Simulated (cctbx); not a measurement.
**Diagnosing a refinement**

Cell a = 4.3470 Å, b = 4.3610 Å, c = 16.2610 Å, α = 90.00°, β = 90.00°, γ = 90.00°; space group Pmm2 (no. 25). The compound is Dy4MnSn7Ru.

Simulated single-crystal data (cctbx): Mo Kα, λ = 0.71073 Å, to d = 0.8 Å, 80 % of the full sphere, strongest reflection 5000 counts, noise from counting, a 2 % proportional error and a noise floor of 4 counts (s.d.); no absorption.

An anisotropic refinement with weights 1/σ² prints:

```text
Rint 0.038, 796 unique reflections to 0.80 A
cycle     R1     wR2    GooF  max shift (A)
   1  0.0480  0.0898   1.522   0.00791
   2  0.0347  0.0640   1.084   0.00041
final R1 0.0347 wR2 0.0640 GooF 1.084  parameters 52  data/parameter 15.3
atom        x        y        z      Ueq    occ   su(xyz)  su(Uiso or U11)
Dy1    0.50000  0.00000  0.89985   0.0057  1.000  0.00013  0.0009
Ce1    0.50000  0.50000  0.39768  -0.0019  1.000  0.00012  0.0009  NPD
Dy2    0.00000  0.50000  0.59992   0.0065  1.000  0.00013  0.0010
Dy3    0.00000  0.00000  0.09902   0.0054  1.000  0.00014  0.0010
Sn1    0.50000  0.50000  0.75440   0.0080  1.000  0.00020  0.0020
Sn2    0.50000  0.00000  0.23582   0.0040  1.000  0.00023  0.0014
Sn3    0.00000  0.00000  0.74480   0.0129  1.000  0.00020  0.0020
Sn4    0.00000  0.50000  0.24156   0.0041  1.000  0.00020  0.0016
Sn5    0.50000  0.50000  0.06588   0.0042  1.000  0.00022  0.0013
Sn6    0.00000  0.50000  0.93993   0.0052  1.000  0.00016  0.0016
Sn7    0.00000  0.00000  0.45006   0.0080  1.000  0.00017  0.0015
Ru1    0.50000  0.00000  0.56929   0.0085  1.000  0.00029  0.0018
Mn1    0.00000  0.00000  0.30866   0.0114  1.000  0.00034  0.0028
difference map: max 4.01 min -2.74 rms 0.54
Q1    0.5000  0.5000  0.4173    1    4.03  0.32 A from Ce1
Q2    0.0000  0.5000  0.7939    1    3.03  2.27 A from Sn1
Q3    0.0000  0.0000  0.3998    1    2.47  0.82 A from Sn7
Q4    0.0000  0.0000  0.9976    1    2.17  1.65 A from Dy3
Q5    0.1486  0.5000  0.7519    2    2.11  1.53 A from Sn1
Q6    0.5000  0.5000  0.7216    1    1.95  0.53 A from Sn1
```

Q: Accept it or mend it, and why?

Mend it. The fault: wrong element: Ce1 is Dy. Against the right model at the same level, R1 goes from 0.0284 to 0.0347 and GooF from 0.93 to 1.08 and U of Ce1 shrinks from 0.0064 to -0.0019 Å². Ce1 has 8 electrons too few and its U shrinks to make up, as expected.

The compound is Dy4MnSn7Ru. The right model at the same level gives:

```text
Rint 0.038, 796 unique reflections to 0.80 A
cycle     R1     wR2    GooF  max shift (A)
   1  0.0301  0.0579   0.981   0.00567
   2  0.0284  0.0546   0.925   0.00003
final R1 0.0284 wR2 0.0546 GooF 0.925  parameters 52  data/parameter 15.3
atom        x        y        z      Ueq    occ   su(xyz)  su(Uiso or U11)
Dy1    0.50000  0.00000  0.89973   0.0041  1.000  0.00011  0.0007
Dy2    0.50000  0.50000  0.39793   0.0064  1.000  0.00011  0.0008
Dy3    0.00000  0.50000  0.59972   0.0052  1.000  0.00011  0.0008
Dy4    0.00000  0.00000  0.09925   0.0043  1.000  0.00012  0.0008
Sn1    0.50000  0.50000  0.75402   0.0061  1.000  0.00017  0.0017
Sn2    0.50000  0.00000  0.23530   0.0038  1.000  0.00021  0.0012
Sn3    0.00000  0.00000  0.74506   0.0109  1.000  0.00017  0.0017
Sn4    0.00000  0.50000  0.24104   0.0041  1.000  0.00018  0.0014
Sn5    0.50000  0.50000  0.06634   0.0020  1.000  0.00019  0.0011  NPD
Sn6    0.00000  0.50000  0.94000   0.0050  1.000  0.00015  0.0014
Sn7    0.00000  0.00000  0.45015   0.0061  1.000  0.00014  0.0013
Ru1    0.50000  0.00000  0.56981   0.0077  1.000  0.00025  0.0015
Mn1    0.00000  0.00000  0.30845   0.0101  1.000  0.00029  0.0024
Flack x: 0.00(3)
Hooft y: 0.004(40)  Bijvoet pairs: 375
difference map: max 2.58 min -2.50 rms 0.47
Q1    0.5000  0.0000  0.2833    1    2.58  0.78 A from Sn2
Q2    0.0000  0.5000  0.7969    1    2.02  2.28 A from Sn1
Q3    0.5000  0.0000  0.7047    1    2.01  2.19 A from Ru1
Q4    0.0000  0.0000  0.3875    1    1.98  1.02 A from Sn7
Q5    0.0000  0.0000  0.0714    1    1.97  0.45 A from Dy4
Q6    0.0000  0.0000  0.9117    1    1.88  2.18 A from Dy1
```

Isotropic U is held between 0.0001 and 1 Å² by the program, and listed peak heights are interpolated, so they can pass the grid's maximum.

The model is made up (kin elements in a known structure type, no relaxation), so it says nothing on whether the phase exists.

[Middle refinement cycles are left out of these outputs.]

[Logs are printed without paths, hosts, clocks, repeated set-up lines and the standing remarks that a program may print on its own settings, such as how far it seeks lower states.]
